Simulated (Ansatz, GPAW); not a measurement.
# A 13-layer slab of Nb(111): work function by functional and basis, part 3 of 4

How far do functional and basis move the work function of a 13-layer slab of Nb(111)?

GPAW 26.7.0 and Ansatz 0.2.0; Ansatz plane waves; slab in vacuum with a dipole correction, relaxation; PAW set soft_1 (the session's first sound run).

So far, upper work function (eV): step 2 (relaxing the atoms, PBE) 3.80; step 3 (plane waves, PBE) 3.80; step 4 (self-consistent run: xc = "RPBE") 3.66; step 5 (OptPBE vdW: xc = "optPBE-vdW", GPAW, PAW setups, GPAW) 4.02.

## Step 6: Self-consistent run: xc = "LDA"

Level of this step: GPAW, PAW setups; slab in vacuum (GPAW).

The same geometry under LDA, to see how far the functional moves the levels against the vacuum.

Input file run.py:

```python
import json
import numpy as np
from ase import Atoms
from gpaw import GPAW, PW

slab = Atoms(
    ['Nb', 'Nb', 'Nb', 'Nb', 'Nb', 'Nb', 'Nb', 'Nb', 'Nb', 'Nb', 'Nb', 'Nb', 'Nb'],
    positions=[
        [0.00000, 0.00000, 7.00000],
        [2.33345, 1.34722, 7.95263],
        [4.66690, 2.69444, 8.90526],
        [0.00000, 0.00000, 9.85788],
        [2.33345, 1.34722, 10.81051],
        [4.66690, 2.69444, 11.76314],
        [0.00000, 0.00000, 12.73963],
        [2.33345, 1.34722, 13.68274],
        [4.66690, 2.69444, 14.64156],
        [-0.00000, -0.00000, 15.54763],
        [2.33345, 1.34722, 16.62646],
        [4.66690, 2.69444, 17.44689],
        [-0.00000, -0.00000, 18.13476]],
    cell=[[4.6669, 0.0, 0.0], [2.33345, 4.04166, 0.0], [0.0, 0.0, 25.43154]],
    pbc=[True, True, False])

slab.calc = GPAW(mode=PW(400), xc='LDA', kpts={'size': (8, 8, 1), 'gamma': True},
                 occupations={'name': 'fermi-dirac', 'width': 0.1}, nbands='160%',
                 convergence={'density': 1e-05}, maxiter=200,
                 poissonsolver={'dipolelayer': 'xy'},
                 symmetry={'tolerance': 1e-3}, txt='slab.txt')
result = {}
energy = slab.get_potential_energy()
fermi = slab.calc.get_fermi_level()
v = slab.calc.get_electrostatic_potential().mean((0, 1)) - fermi
n = slab.calc.get_pseudo_density().mean((0, 1))
L = slab.cell[2, 2]
z = np.arange(len(v)) * L / len(v)
low, high = slab.positions[:, 2].min(), slab.positions[:, 2].max()
below, above = np.interp([low - 4.8, high + 4.8], z, v)
slopes = [np.interp(x, z, np.gradient(v, z)) for x in (low - 4.8, high + 4.8)]
eps = np.array([[slab.calc.get_eigenvalues(k, s) for k in range(len(slab.calc.get_ibz_k_points()))]
                for s in range(slab.calc.get_number_of_spins())]) - fermi
top, bottom = eps[eps < 0].max(), eps[eps > 0].min()
dipole = slab.get_dipole_moment()[2]
print(f'energy {energy:.4f} eV, Fermi level {fermi:.4f} eV, dipole {dipole:.5f} e A')
print(f'potential 4.8 A off the faces, from the Fermi level: lower {below:.4f} eV, upper {above:.4f} eV')
print(f'slope of the potential there: lower {slopes[0]:.5f}, upper {slopes[1]:.5f} eV/A')
print(f'nearest levels on the mesh: {top:.4f} and {bottom:.4f} eV')
print('magnetic moment', round(slab.get_magnetic_moment(), 3))
result.update(energy=energy, fermi=fermi, dipole=dipole, below=below, above=above, slopes=slopes, edges=[top, bottom],
              z=z.tolist(), v=v.tolist(), n=n.tolist(), positions=slab.positions.tolist(),
              forces=slab.get_forces(apply_constraint=False).tolist(), moments=slab.get_magnetic_moments().tolist())
json.dump(result, open('result.json', 'w'))
```

Command:

```sh
$ OMP_NUM_THREADS=1 OPENBLAS_NUM_THREADS=1 python run.py
```

The program printed:

```text
energy -141.3861 eV, Fermi level 3.5527 eV, dipole -0.04171 e A
potential 4.8 A off the faces, from the Fermi level: lower 3.6736 eV, upper 4.0731 eV
slope of the potential there: lower -0.00132, upper 0.00128 eV/A
nearest levels on the mesh: -0.0081 and 0.0194 eV
magnetic moment 0.0
```

Elapsed: 27 min, on 1 thread of Arm Neoverse N1, shared host; peak memory 0.53 GiB.

This step gave:

| Quantity | Value |
| --- | --- |
| dipole along the normal | -0.04171 e·Å |
| levels nearest the Fermi level on the mesh | -0.008068, 0.01944 eV from the Fermi level |
| upper work function | 4.073 eV |
| lower work function | 3.674 eV |

Electrostatic potential energy of an electron (without an applied field's), less the Fermi level, planar mean against z:

```
z (Å)  electrostatic potential energy of an electron (without an applied field's), less the Fermi level, planar mean (eV)
  0.0                                                                                                                3.87
  0.5                                                                                                                3.67
  1.0                                                                                                                3.67
  1.5                                                                                                                3.67
  2.0                                                                                                                3.67
  2.5                                                                                                                3.67
  3.0                                                                                                                3.67
  3.5                                                                                                                3.66
  4.0                                                                                                                3.64
  4.5                                                                                                                3.58
  5.0                                                                                                                3.40
  5.5                                                                                                                2.87
  6.0                                                                                                                1.27
  6.5                                                                                                               -3.59
  7.0                                                                                                               -10.1
  7.5                                                                                                               -10.4
  8.0                                                                                                               -11.7
  8.5                                                                                                               -10.6
  9.0                                                                                                               -11.7
  9.5                                                                                                               -10.8
 10.0                                                                                                               -11.5
 10.5                                                                                                               -10.8
 11.0                                                                                                               -11.3
 11.5                                                                                                               -11.0
 12.0                                                                                                               -10.9
 12.5                                                                                                               -10.9
 13.0                                                                                                               -11.1
 13.5                                                                                                               -11.4
 14.0                                                                                                               -10.9
 14.5                                                                                                               -11.7
 15.0                                                                                                               -11.2
 15.5                                                                                                               -11.5
 16.0                                                                                                               -8.97
 16.5                                                                                                               -11.4
 17.0                                                                                                               -13.0
 17.5                                                                                                               -15.0
 18.0                                                                                                               -13.8
 18.5                                                                                                               -6.57
 19.0                                                                                                               0.354
 19.5                                                                                                                2.84
 20.0                                                                                                                3.66
 20.5                                                                                                                3.94
 21.0                                                                                                                4.03
 21.5                                                                                                                4.06
 22.0                                                                                                                4.07
 22.5                                                                                                                4.07
 23.0                                                                                                                4.07
 23.5                                                                                                                4.07
 24.0                                                                                                                4.07
 24.5                                                                                                                4.07
 25.0                                                                                                                4.07
```

The upper face's work function is 4.073 eV, against 3.801 eV in the first plane-wave PBE run at this geometry.

## Step 7: Self-consistent run: xc = "revPBE"

The same geometry under revPBE, to see how far the functional moves the levels against the vacuum.

Changes to run.py since step 6:

```diff
@@ -24,3 +24,3 @@
 
-slab.calc = GPAW(mode=PW(400), xc='LDA', kpts={'size': (8, 8, 1), 'gamma': True},
+slab.calc = GPAW(mode=PW(400), xc='revPBE', kpts={'size': (8, 8, 1), 'gamma': True},
                  occupations={'name': 'fermi-dirac', 'width': 0.1}, nbands='160%',
```

The program printed:

```text
energy -123.4133 eV, Fermi level 3.9098 eV, dipole -0.04317 e A
potential 4.8 A off the faces, from the Fermi level: lower 3.2600 eV, upper 3.6734 eV
slope of the potential there: lower -0.00176, upper 0.00173 eV/A
nearest levels on the mesh: -0.0028 and 0.0175 eV
magnetic moment 0.0
```

It took 28 min on 1 thread; peak memory 0.53 GiB.

This step gave:

| Property | Result |
| --- | --- |
| dipole along the normal | -0.04317 e·Å |
| levels nearest the Fermi level on the mesh | -0.002808, 0.01754 eV from the Fermi level |
| upper work function | 3.673 eV |
| lower work function | 3.260 eV |

The upper face's work function is 3.673 eV, against 3.801 eV in the first plane-wave PBE run at this geometry.

## Step 8: Self-consistent run: xc = "vdW-DF2"

The same geometry under vdW-DF2, to see how far the functional moves the levels against the vacuum (the van der Waals functionals take revPBE setups).

Changes to run.py since step 7:

```diff
@@ -24,3 +24,3 @@
 
-slab.calc = GPAW(mode=PW(400), xc='revPBE', kpts={'size': (8, 8, 1), 'gamma': True},
+slab.calc = GPAW(mode=PW(400), xc='vdW-DF2', kpts={'size': (8, 8, 1), 'gamma': True},
                  occupations={'name': 'fermi-dirac', 'width': 0.1}, nbands='160%',
```

The program printed:

```text
energy -1166.9652 eV, Fermi level 3.7406 eV, dipole -0.03390 e A
potential 4.8 A off the faces, from the Fermi level: lower 3.8503 eV, upper 4.1749 eV
slope of the potential there: lower -0.00285, upper 0.00247 eV/A
nearest levels on the mesh: -0.0021 and 0.0103 eV
magnetic moment 0.0
```

Elapsed: 29 min, on 1 thread; peak memory 0.85 GiB.

This step gave:

| Item | Value |
| --- | --- |
| dipole along the normal | -0.03390 e·Å |
| levels nearest the Fermi level on the mesh | -0.002092, 0.01033 eV from the Fermi level |
| upper work function | 4.175 eV |
| lower work function | 3.850 eV |

The electrostatic potential energy of an electron (without an applied field's), less the Fermi level, planar mean oscillates, so the rows of the table below give means over windows of 1.91 Å about each position, cut where the curve ends. Its maxima inside the range that stand out by 2 % of the span (Å: eV): 8.5: -11.0, 9.4: -11.1, 10.4: -11.0, 11.3: -11.0, 12.3: -10.7, 13.2: -11.1, 14.2: -11.1, 15.2: -11.5, 16.1: -9.39. Its minima: 7.9: -12.2, 8.9: -12.3, 9.9: -12.3, 10.8: -12.3, 11.8: -12.1, 12.7: -12.2, 13.7: -12.3, 14.6: -12.5, 15.5: -12.0, 17.6: -15.5.

Table of electrostatic potential energy of an electron (without an applied field's), less the Fermi level, planar mean by z; means over each step:

z (Å), electrostatic potential energy of an electron (without an applied field's), less the Fermi level, planar mean (eV) and a bar from the least value:
```
     0.95        3.9 #############################
     2.86        3.8 #############################
     4.77        3.4 #############################
     6.68       -5.6 ############
     8.59      -11.6 
    10.50      -11.6 
    12.41      -11.5 #
    14.32      -11.8 
    16.23      -11.7 
    18.14      -10.0 ###
    20.05        3.3 ############################
    21.96        4.2 ##############################
    23.87        4.2 ##############################
```

The upper face's work function is 4.175 eV, against 3.801 eV in the first plane-wave PBE run at this geometry.

## Step 9: Real-space grid: mode = "fd"

A real-space grid is a second complete basis, so it checks the plane-wave result.

Changes to run.py since step 8:

```diff
@@ -3,3 +3,3 @@
 from ase import Atoms
-from gpaw import GPAW, PW
+from gpaw import GPAW
 
@@ -24,3 +24,3 @@
 
-slab.calc = GPAW(mode=PW(400), xc='vdW-DF2', kpts={'size': (8, 8, 1), 'gamma': True},
+slab.calc = GPAW(mode='fd', h=0.18, xc='PBE', kpts={'size': (8, 8, 1), 'gamma': True},
                  occupations={'name': 'fermi-dirac', 'width': 0.1}, nbands='160%',
```

The program printed:

```text
energy -128.7438 eV, Fermi level -3.5979 eV, dipole -0.04239 e A
potential 4.8 A off the faces, from the Fermi level: lower 3.3944 eV, upper 3.8002 eV
slope of the potential there: lower -0.00138, upper 0.00140 eV/A
nearest levels on the mesh: -0.0024 and 0.0182 eV
magnetic moment 0.0
```

Elapsed: 2.1 h, on 1 thread; peak memory 2.9 GiB.

Numbers from this step:

* dipole along the normal: -0.04239 e·Å
* levels nearest the Fermi level on the mesh: -0.002351, 0.01824 eV from the Fermi level
* upper work function: 3.800 eV
* lower work function: 3.394 eV

The upper face's work function is 3.800 eV, against 3.801 eV in the first plane-wave PBE run at this geometry.

## Step 10: The ladder

Times are for 1 thread of Arm Neoverse N1, shared host. The series side by side:

```
no.         run  upper work function (eV)  lower work function (eV)    time  memory (GiB)
  1          pw                     3.801                     3.396  30 min          0.53
  2        RPBE                     3.657                     3.246  29 min          0.53
  3  optPBE vdW                     4.016                     3.642  29 min          0.85
  4         LDA                     4.073                     3.674  27 min          0.53
  5      revPBE                     3.673                     3.260  28 min          0.53
  6     vdW DF2                     4.175                     3.850  29 min          0.85
  7          fd                     3.800                     3.394   2.1 h           2.9
```

(Continued in part 4 of 4.)

[Logs are printed without paths, hosts, clocks, repeated set-up lines and the standing remarks that a program may print on its own settings, such as how far it seeks lower states.]

[Hosts, paths, dates, database ids (printed as entryN), source tags and the programs' standing remarks are cut or masked in the printed files.]
